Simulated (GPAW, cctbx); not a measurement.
# By hand: from a DFT structure factor to an extinction distance in MgFe2Te4

MgFe2Te4, I-42m (no. 121), a = 5.8587 Å, b = 5.8587 Å, c = 12.4657 Å, α = 90.00°, β = 90.00°, γ = 90.00°.

```csv
atom,mult.,x,y,z
Te1,8,0.7786,0.2214,0.3707
Fe1,4,0,1/2,1/4
Mg1,2,0,0,0
```

The start was made by putting kin elements into a known structure type; the compound need not exist, or be stable, in this form.

A DFT run (GPAW, PBE, 450 eV, 5×5×5 k-points, Fermi–Dirac width 0.1 eV, spin-polarised) gives the static X-ray structure factor of 002 as 97.854 e for the conventional cell; superposed free atoms give 97.198 e. **Problem.** Find the Fourier component V of the crystal potential and the two-beam extinction distance at 80 kV in both cases.

### 1. Geometry

The cell volume is Ω = 427.88 Å³ and d(002) = 6.2328 Å, so g = 1/d = 0.1604 Å⁻¹.

### 2. The nuclei

Electrons feel nuclei as well as electrons, so the nuclear charges are summed with the same phases.

Phase sums Σ exp(2πi h·x), turned so that the total is real and positive: Te +0.433, Fe +4.000, Mg -2.000. Then F_Z = 52 × (+0.433) + 26 × (+4.000) + 12 × (-2.000) = 102.51 e. The electron term has the same sign for this reflection.

### 3. Mott–Bethe

Poisson's equation, term by term, gives V = (e/4πε₀)(F_Z − F)/(πΩg²), with e/4πε₀ = 14.3996 V Å.

The prefactor is 14.3996 × 6.2328²/(π × 427.88) = 0.41614 V per electron. Free atoms: (102.51 − 97.198) × 0.41614 = 2.210 V. Crystal: (102.51 − 97.854) × 0.41614 = 1.937 V. F changes by +0.67 % and V by -12.4 %: the same 0.66 e is measured against F_Z − F = 5.3 e in place of F = 97.2 e.

### 4. Extinction distance

In the two-beam case ξ = 1/(λU) with U = 2γm₀eV/h², that is ξ = 150.41 V Å²/(γλV).

At 80 kV, λ = 0.04176 Å and γ = 1.1566. Free atoms: ξ = 1409 Å. Crystal: ξ = 1608 Å. The thickness fringes go as sin²(πt/ξ), so the two patterns slip by a quarter of a period when t|1/ξ₁ − 1/ξ₀| = 1/4, at t ≈ 285 nm. Thermal motion, absorption and many-beam coupling, left out here, change a real pattern.

### 5. Answer

V(002) is 1.94 V against 2.21 V, and ξ is 1608 against 1409 Å. Limits: static atoms, two beams; a ferromagnetic start is the only order tried, and the real ground state may be antiferromagnetic or insulating.

[Outputs are excerpts: Python notices, other lines and further rows are left out; steps that failed or that the build refused (PBEsol, TPSS) are not shown.]

[Logs are printed without paths, hosts, clocks, repeated set-up lines and the standing remarks that a program may print on its own settings, such as how far it seeks lower states.]
